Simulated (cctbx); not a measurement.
**CrIn with cctbx, script by script**

Library: cctbx 2025.11. The data are simulated by the first script.

## 1. Simulate the data

run.py:

```python
from cctbx import adptbx, crystal, miller, sgtbx, xray
from cctbx.array_family import flex
from iotbx.shelx import hklf
from scitbx import matrix
import scitbx.random

cs = crystal.symmetry(unit_cell=(3.387, 3.387, 5.818, 90, 90, 120), space_group_symbol='Hall: -P 6c 2c')  # P6_3/mmc
atoms = [  # label, site, U (iso, or U11 U22 U33 U12 U13 U23 in A^2), occupancy
    ("In1", (0, 0, 0.5), (0.0118, 0.0118, 0.0118, 0.0059, 0.0000, 0.0000), 1),
    ("Cr1", (2/3, 1/3, 0.75), (0.0164, 0.0164, 0.0163, 0.0082, 0.0000, 0.0000), 1),
]
xs = xray.structure(crystal_symmetry=cs)
for label, site, u, occ in atoms:
    u = adptbx.u_cif_as_u_star(cs.unit_cell(), u) if isinstance(u, tuple) else u
    xs.add_scatterer(xray.scatterer(label, site=site, u=u, occupancy=occ))
xs.set_inelastic_form_factors(1.54184, "sasaki")
xs.show_summary()
p1 = xs.expand_to_p1()
ms = miller.build_set(p1, anomalous_flag=True, d_min=0.83)
flex.set_random_seed(443721)
scitbx.random.set_random_seed(443721)
ms = ms.select(flex.random_double(ms.size()) < 0.5)
i = ms.structure_factors_from_scatterers(p1, algorithm="direct").f_calc().as_intensity_array().data()
i = i * 20000 / flex.max(i)
sig = flex.sqrt(i + flex.pow2(0.06 * i) + 8 ** 2)
noise = scitbx.random.variate(scitbx.random.normal_distribution())(i.size())
data = ms.array(data=i + sig * noise, sigmas=sig).set_observation_type_xray_intensity()
with open("data.hkl", "w") as f:
    data.export_as_shelx_hklf(f)
print("reflections written:", data.size(), " <I/sigma> = %.1f" % flex.mean(data.data() / data.sigmas()))
for h, a, b in list(data.sort("data"))[:12]:
    print("%4d%4d%4d %9.1f %7.1f" % (h + (a, b)))
```

```console
$ python run.py
```

```text
Number of scatterers: 2
At special positions: 2
Unit cell: (3.387, 3.387, 5.818, 90, 90, 120)
Space group: P 63/m m c (No. 194)
reflections written: 196  <I/sigma> = 12.3
  -1   2   0   20762.3  1208.3
   1   1   0   20491.5  1208.3
   1  -1   2   19641.1  1096.3
   1  -2   0   19316.8  1208.3
   0  -1  -2   18704.4  1096.3
  -1   1  -2   18030.7  1096.3
   0   0   4   17992.9   967.3
   2   0   2   10690.0   596.7
  -1   0   0   10263.0   573.0
   1   1  -4   10158.1   573.7
  -2   0   2    9662.5   596.7
  -1  -1   4    9594.2   573.7
```

It took 0.24 s on 1 thread of Arm Neoverse V2, on a shared host, peak memory 0.07 GiB.

## 2. Symmetry

run.py:

```python
from cctbx import crystal, sgtbx, statistics
from cctbx.array_family import flex
from iotbx.shelx import hklf

p1 = crystal.symmetry(unit_cell=(3.387, 3.387, 5.818, 90, 90, 120), space_group_symbol="P 1")
raw = hklf.reader(file_name="data.hkl").as_miller_arrays(crystal_symmetry=p1, anomalous=True)[0]
print(raw.size(), "reflections to d = %.3f A" % raw.d_min())
isig = raw.data() / raw.sigmas()
print("centring   violations  <I/sigma> of those")
best = "P"
for c in "ABCIRF":
    a = raw.customized_copy(space_group_info=sgtbx.space_group_info("Hall: %s 1" % c)).sys_absent_flags().data()
    m = flex.mean(isig.select(a))
    print("%5s %10d of %5d %8.1f" % (c, (isig.select(a) > 4).count(True), a.count(True), m))
    if (isig.select(a) > 4).count(True) < 0.01 * a.count(True):
        best = c
raw = raw.select(~raw.customized_copy(space_group_info=sgtbx.space_group_info("Hall: %s 1" % best)).sys_absent_flags().data())
isig = raw.data() / raw.sigmas()
rows = []
for s in sgtbx.space_group_symbol_iterator():
    g = sgtbx.space_group(s)
    if g.conventional_centring_type_symbol() != best or not g.is_compatible_unit_cell(p1.unit_cell(), 1e-3, 0.02):
        continue
    rows.append((s, g))
print("Laue class    unique    Rint  (classes that these axes allow; Friedel mates merged)")
rint = {}
for s, g in rows:
    laue = g.build_derived_patterson_group()
    key = laue.type().hall_symbol()
    if key not in rint:
        m = raw.customized_copy(space_group_info=laue.info(), anomalous_flag=False).merge_equivalents()
        rint[key] = m.r_int()
        print("%-14s %6d %7.3f" % (laue.type().lookup_symbol(), m.array().size(), m.r_int()))
floor = min(rint.values())
good = [(s, g) for s, g in rows if rint[g.build_derived_patterson_group().type().hall_symbol()] < 2 * floor + 0.03]
top = max(g.build_derived_patterson_group().order_z() for s, g in good)
print("space group    extra absences  I>4sigma  <I/sigma>")
for s, g in good:
    laue = g.build_derived_patterson_group()
    if laue.order_z() != top:
        continue
    a = raw.customized_copy(space_group_info=g.info()).sys_absent_flags().data()
    a &= ~raw.customized_copy(space_group_info=laue.info()).sys_absent_flags().data()
    bad = (isig.select(a) > 4).count(True)
    if bad <= 0.03 * a.count(True):
        print("%-16s %8d %10d %9s  %s" % (s.universal_hermann_mauguin(), a.count(True), bad, "%.1f" % flex.mean(isig.select(a)) if a.count(True) else "-", "centric" if g.is_centric() else "acentric"))
laue = max(good, key=lambda t: t[1].build_derived_patterson_group().order_z())[1].build_derived_patterson_group()
f = raw.customized_copy(space_group_info=laue.info(), anomalous_flag=False).merge_equivalents().array().eliminate_sys_absent().f_sq_as_f()
f.set_observation_type_xray_amplitude()
bins = max(3, min(8, f.size() // 12))
f.setup_binner(n_bins=bins)
w = statistics.wilson_plot(f, {e: n / laue.order_z() for e, n in {'In': 2.0, 'Cr': 2.0}.items()}, e_statistics=True)
print("Wilson B = %.2f A^2   <|E^2-1|> = %.3f (0.968 centric, 0.736 acentric)   E^2>4: %.1f %%" % (w.wilson_b, w.mean_e_sq_minus_1, w.percent_e_sq_gt_2))
print("shell (A)         n   <I/sigma>")
m = raw.customized_copy(space_group_info=laue.info(), anomalous_flag=False).merge_equivalents().array().eliminate_sys_absent()
for b in m.setup_binner(n_bins=bins).range_used():
    sel = m.binner().selection(b)
    print("%5.2f - %4.2f %6d %8.1f" % (min(m.binner().bin_d_range(b)[0] if m.binner().bin_d_range(b)[0] > 0 else 99, 99), m.binner().bin_d_range(b)[1], sel.count(True), flex.mean((m.data() / m.sigmas()).select(sel))))
```

```console
$ python run.py
```

```text
196 reflections to d = 0.831 A
centring   violations  <I/sigma> of those
    A         89 of   108     12.4
    B         93 of   112     12.6
    C         80 of    98     12.4
    I         78 of    97     12.0
    R        106 of   134     12.0
    F        131 of   159     12.5
Laue class    unique    Rint  (classes that these axes allow; Friedel mates merged)
P -1              144   0.038
P 1 1 2/m         100   0.043
P -3               67   0.044
P -3 1 m           48   0.045
P -3 m 1           52   0.044
P 6/m              42   0.045
P 6/m m m          37   0.045
space group    extra absences  I>4sigma  <I/sigma>
P 6 2 2                 0          0         -  acentric
P 63 2 2                5          0       0.0  acentric
P 6 m m                 0          0         -  acentric
P 63 m c               29          0       0.1  acentric
P -6 m 2                0          0         -  acentric
P -6 2 m                0          0         -  acentric
P -6 2 c               29          0       0.1  acentric
P 6/m m m               0          0         -  centric
P 63/m m c             29          0       0.1  centric
Wilson B = 1.16 A^2   <|E^2-1|> = 0.700 (0.968 centric, 0.736 acentric)   E^2>4: 0.0 %
shell (A)         n   <I/sigma>
 5.82 - 1.20     15     21.6
 1.20 - 0.95     13     25.6
 0.95 - 0.83      9     22.9
```

Time: 0.27 s.

## 3. Patterson map

run.py:

```python
from cctbx import crystal, maptbx
from iotbx.shelx import hklf

cs = crystal.symmetry(unit_cell=(3.387, 3.387, 5.818, 90, 90, 120), space_group_symbol='Hall: -P 6c 2c')  # P6_3/mmc
raw = hklf.reader(file_name="data.hkl").as_miller_arrays(crystal_symmetry=cs, anomalous=True)[0]
merged = raw.eliminate_sys_absent().merge_equivalents()
fo2 = merged.array().set_observation_type_xray_intensity()
f = fo2.average_bijvoet_mates().f_sq_as_f()
pm = f.patterson_map(symmetry_flags=maptbx.use_space_group_symmetry, sharpening=True, resolution_factor=0.25)
peaks = pm.peak_search(parameters=maptbx.peak_search_parameters(min_distance_sym_equiv=0.4, max_clusters=14)).all()
top = peaks.heights()[0]
print("Patterson group", f.patterson_symmetry().space_group_info())
print("      u       v       w   height  length (A)")
for x, h in zip(peaks.sites(), peaks.heights()):
    y = [t - round(t) for t in x]
    print("%7.3f %7.3f %7.3f %8.1f %8.2f" % (x + (1000 * h / top, cs.unit_cell().length(y))))
```

```console
$ python run.py
```

```text
Patterson group P 6/m m m
      u       v       w   height  length (A)
  0.000   0.000   0.000   1000.0     0.00
  0.000   0.000   0.500    874.2     2.91
  0.333   0.667   0.196    277.0     2.26
  0.333   0.667   0.297    266.9     2.61
  0.333   0.667   0.500    229.2     3.51
  0.000   0.000   0.322    190.5     1.87
  0.000   0.500   0.414    181.6     2.94
  0.000   0.500   0.082    180.4     1.76
  0.333   0.667   0.000    180.1     1.96
  0.000   0.000   0.183    178.4     1.06
  0.174   0.348   0.251    162.6     1.78
  0.165   0.330   0.134     90.9     1.24
  0.000   0.500   0.250     80.4     2.23
  0.167   0.333   0.407     53.7     2.56
```

Time: 0.23 s.

## 4. Charge flipping

run.py:

```python
import itertools
from cctbx import crystal, maptbx
from cctbx.array_family import flex
from iotbx.shelx import hklf
from smtbx.ab_initio import charge_flipping as cf

cs = crystal.symmetry(unit_cell=(3.387, 3.387, 5.818, 90, 90, 120), space_group_symbol='Hall: -P 6c 2c')  # P6_3/mmc
raw = hklf.reader(file_name="data.hkl").as_miller_arrays(crystal_symmetry=cs, anomalous=True)[0]
merged = raw.eliminate_sys_absent().merge_equivalents()
fo2 = merged.array().set_observation_type_xray_intensity()
f = fo2.average_bijvoet_mates().f_sq_as_f().resolution_filter(d_min=0.83)
p1 = f.expand_to_p1()
work = p1
flex.set_random_seed(37368)
it = cf.weak_reflection_improved_iterator(delta=None, weak_reflection_fraction=0.2)
it.start(work, phases=flex.random_double(p1.size()) * 6.2832, f_000=0)
it.delta = 1.2 * it.rho_map.sigma()
print("cycle      R  skewness")
for n, st in enumerate(itertools.islice(it, 200)):
    if n % 16 == 0:
        print("%5d %6.3f %8.2f" % (n, st.r1_factor(), st.rho_map.skewness()))
rho = p1.phase_transfer(it.f_calc).fft_map().apply_volume_scaling()
polish = cf.low_density_elimination_iterator(constant_rho_c=rho.sigma())
polish.start(f_obs=p1, phases=it.f_calc, f_000=0)
for _ in range(8):
    next(polish)
print("origin shift          correlation  skewness")
maps = []
for fc, shift, cc in itertools.islice(cf.f_calc_symmetrisations(f, polish.f_calc, 0), 4):
    m = f.phase_transfer(fc).fft_map(symmetry_flags=maptbx.use_space_group_symmetry, resolution_factor=0.25).apply_sigma_scaling()
    maps.append((m.skewness(), cc, m))
    print("%6.3f %6.3f %6.3f %10.3f %9.2f" % (tuple(shift) + (cc, m.skewness())))
skew, cc, m = max((t for t in maps if t[1] > maps[0][1] - 0.04), key=lambda t: t[0])
print("taken: symmetry correlation %.3f, skewness %.2f" % (cc, skew))
peaks = m.peak_search(parameters=maptbx.peak_search_parameters(min_distance_sym_equiv=0.9, max_clusters=7)).all()
sps = cs.special_position_settings(min_distance_sym_equiv=0.5)
print("peak      x       y       z  mult  height/sigma")
for k, (x, h) in enumerate(zip(peaks.sites(), peaks.heights())):
    ss = sps.site_symmetry(x)
    print("Q%-3d %7.4f %7.4f %7.4f %4d %8.1f" % ((k + 1,) + tuple(t % 1 for t in ss.exact_site()) + (ss.multiplicity(), h)))
```

```console
$ python run.py
```

```text
cycle      R  skewness
    0  0.457     0.53
   16  0.191     2.89
   32  0.194     2.57
   48  0.195     2.44
   64  0.175     2.27
   80  0.172     2.23
   96  0.188     2.24
  112  0.199     2.19
  128  0.177     2.17
  144  0.164     2.24
  160  0.170     2.24
  176  0.185     2.37
  192  0.176     2.13
origin shift          correlation  skewness
 0.179  0.231  0.117      0.914      0.72
 0.535  0.874  0.335      0.879     -0.26
 0.845  0.530  0.238      0.891      0.20
 0.844  0.529  0.488      0.892      0.24
taken: symmetry correlation 0.914, skewness 0.72
peak      x       y       z  mult  height/sigma
Q1    0.0000  0.0000  0.0000    2      3.8
Q2    0.3333  0.6667  0.1515    4      1.7
Q3    0.9698  0.3041  0.2500   12      1.2
```

Time: 0.34 s.

## 5. Refinement (model from the peaks)

run.py:

```python
import math
from cctbx import adptbx, crystal, maptbx, sgtbx, xray
from cctbx.array_family import flex
from cctbx.xray import observations
from iotbx.shelx import hklf
from scitbx.lstbx import normal_eqns_solving
from smtbx import absolute_structure, utils
from smtbx.refinement import constraints, least_squares

cs = crystal.symmetry(unit_cell=(3.387, 3.387, 5.818, 90, 90, 120), space_group_symbol='Hall: -P 6c 2c')  # P6_3/mmc
atoms = [  # label, site, U (iso, or U11 U22 U33 U12 U13 U23 in A^2), occupancy
    ("In1", (0, 0, 0), 0.0200, 1),
]
xs = xray.structure(crystal_symmetry=cs)
for label, site, u, occ in atoms:
    u = adptbx.u_cif_as_u_star(cs.unit_cell(), u) if isinstance(u, tuple) else u
    xs.add_scatterer(xray.scatterer(label, site=site, u=u, occupancy=occ))
xs.set_inelastic_form_factors(1.54184, "sasaki")
raw = hklf.reader(file_name="data.hkl").as_miller_arrays(crystal_symmetry=cs, anomalous=True)[0]
merged = raw.eliminate_sys_absent().merge_equivalents()
fo2 = merged.array().set_observation_type_xray_intensity()
print("Rint %.3f, %d unique reflections to %.2f A" % (merged.r_int(), fo2.size(), fo2.d_min()))
for sc in xs.scatterers():
    sc.flags.set_grad_site(True)
    sc.flags.set_grad_u_aniso(sc.flags.use_u_aniso())
    sc.flags.set_grad_u_iso(sc.flags.use_u_iso())
obs = fo2.as_xray_observations()
extra = {}
rep = constraints.reparametrisation(xs, [], utils.connectivity_table(xs), **extra)
ls = least_squares.crystallographic_ls(obs, rep, weighting_scheme=least_squares.mainstream_shelx_weighting(a=0, b=0))
print("cycle     R1     wR2    GooF  max shift (A)")
for cycle in range(6):
    ls.build_up()
    r1, wr2, goof = ls.r1_factor(cutoff_factor=2)[0], ls.wR2(), ls.goof()
    old = xs.sites_cart()
    normal_eqns_solving.levenberg_marquardt_iterations(ls, n_max_iterations=3, tau=0.0001, step_threshold=1e-7)
    big = flex.max((xs.sites_cart() - old).norms())
    print("%4d %7.4f %7.4f %7.3f %9.5f" % (cycle + 1, r1, wr2, goof, big))
    ls.build_up(objective_only=True)
    if abs(ls.wR2() - wr2) < 5e-5 and big < 5e-4:
        break
ls.build_up()
print("final R1 %.4f wR2 %.4f GooF %.3f  parameters %d  data/parameter %.1f" % (ls.r1_factor(cutoff_factor=2)[0], ls.wR2(), ls.goof(), ls.n_parameters, fo2.size() / ls.n_parameters))
cov = ls.covariance_matrix_and_annotations()
su = dict(zip(cov.annotations, (math.sqrt(max(v, 0)) for v in cov.matrix.matrix_packed_u_diagonal())))
a2 = cs.unit_cell().reciprocal_parameters()[0] ** -2
print("atom        x        y        z      Ueq    occ   su(xyz)  su(Uiso or U11)")
for sc in xs.scatterers():
    s = max(su.get(sc.label + k, 0) for k in (".x", ".y", ".z"))
    npd = "" if sc.is_positive_definite_u(cs.unit_cell()) else "  NPD"
    print("%-5s %8.5f %8.5f %8.5f %8.4f %6.3f %8.5f %7.4f%s" % ((sc.label,) + sc.site + (sc.u_iso_or_equiv(cs.unit_cell()), sc.occupancy, s, su.get(sc.label + ".uiso", su.get(sc.label + ".u11", 0) * a2), npd)))
fo = fo2.f_sq_as_f()
fc = fo.structure_factors_from_scatterers(xs, algorithm="direct").f_calc()
diff = fo.f_obs_minus_f_calc(1 / math.sqrt(ls.scale_factor()), fc).average_bijvoet_mates()
m = diff.fft_map(symmetry_flags=maptbx.use_space_group_symmetry, resolution_factor=0.25).apply_volume_scaling()
print("difference map: max %.2f min %.2f rms %.2f" % (m.statistics().max(), m.statistics().min(), m.statistics().sigma()))
peaks = m.peak_search(parameters=maptbx.peak_search_parameters(min_distance_sym_equiv=0.6, max_clusters=6)).all()
near = xs.closest_distances(peaks.sites(), distance_cutoff=4)
sps = cs.special_position_settings(min_distance_sym_equiv=0.5)
for k, (x, h) in enumerate(zip(peaks.sites(), peaks.heights())):
    ss = sps.site_symmetry(x)
    print("Q%-3d %7.4f %7.4f %7.4f %4d %7.2f  %.2f A from %s" % ((k + 1,) + tuple(t % 1 for t in ss.exact_site()) + (ss.multiplicity(), h, near.smallest_distances[k], xs.scatterers()[near.i_seqs[k]].label)))
```

```console
$ python run.py
```

```text
Rint 0.045, 29 unique reflections to 0.84 A
cycle     R1     wR2    GooF  max shift (A)
   1  0.3908  0.6718  22.231   0.00000
   2  0.4065  0.6627  21.931   0.00000
final R1 0.4065 wR2 0.6627 GooF 21.931  parameters 1  data/parameter 29.0
atom        x        y        z      Ueq    occ   su(xyz)  su(Uiso or U11)
In1    0.00000  0.00000  0.00000   0.0104  1.000  0.00000  0.0112
difference map: max 59.37 min -5.58 rms 6.37
Q1    0.0000  0.0000  0.0000    2   59.37  0.00 A from In1
Q2    0.3333  0.6667  0.7500    2   40.94  2.44 A from In1
Q3    0.3333  0.6667  0.2500    2   40.94  2.44 A from In1
Q4    0.1965  0.3930  0.0000   12    2.27  1.15 A from In1
Q5    1.0000  0.5000  0.0826   12    1.90  1.76 A from In1
Q6    0.0305  0.2908  0.1607   24    1.50  1.32 A from In1
```

Time: 0.38 s.

Figures of merit this high mean that the model is still wrong or incomplete.

## 6. Refinement (atoms added from the difference map)

run.py, as its changes from the last script of this kind:

```diff
@@ -12 +12,2 @@
-    ("In1", (0, 0, 0), 0.0200, 1),
+    ("In1", (0, 0, 0), 0.0104, 1),
+    ("Cr1", (0.3333, 0.6667, 0.75), 0.0200, 1),
@@ -57 +58 @@
-peaks = m.peak_search(parameters=maptbx.peak_search_parameters(min_distance_sym_equiv=0.6, max_clusters=6)).all()
+peaks = m.peak_search(parameters=maptbx.peak_search_parameters(min_distance_sym_equiv=0.6, max_clusters=5)).all()
```

```console
$ python run.py
```

```text
Rint 0.045, 29 unique reflections to 0.84 A
cycle     R1     wR2    GooF  max shift (A)
   1  0.0326  0.0996   3.355   0.00000
   2  0.0135  0.0229   0.773   0.00000
final R1 0.0135 wR2 0.0229 GooF 0.773  parameters 2  data/parameter 14.5
atom        x        y        z      Ueq    occ   su(xyz)  su(Uiso or U11)
In1    0.00000  0.00000  0.00000   0.0125  1.000  0.00000  0.0003
Cr1    0.33333  0.66667  0.75000   0.0173  1.000  0.00000  0.0004
difference map: max 0.60 min -0.31 rms 0.17
Q1    0.1656  0.3311  0.7500    6    0.62  0.98 A from Cr1
Q2    0.1366  0.2733  0.9963   12    0.46  0.80 A from In1
Q3    0.1712  0.3425  0.2500    6    0.40  1.69 A from Cr1
Q4    0.0000  0.5000  0.0000    6    0.35  1.69 A from In1
Q5    0.0000  0.0000  0.0000    2    0.34  0.00 A from In1
```

It took 0.38 s on 1 thread of Arm Neoverse V2, on a shared host, peak memory 0.09 GiB.

[Logs are printed without paths, hosts, clocks, repeated set-up lines and the standing remarks that a program may print on its own settings, such as how far it seeks lower states.]
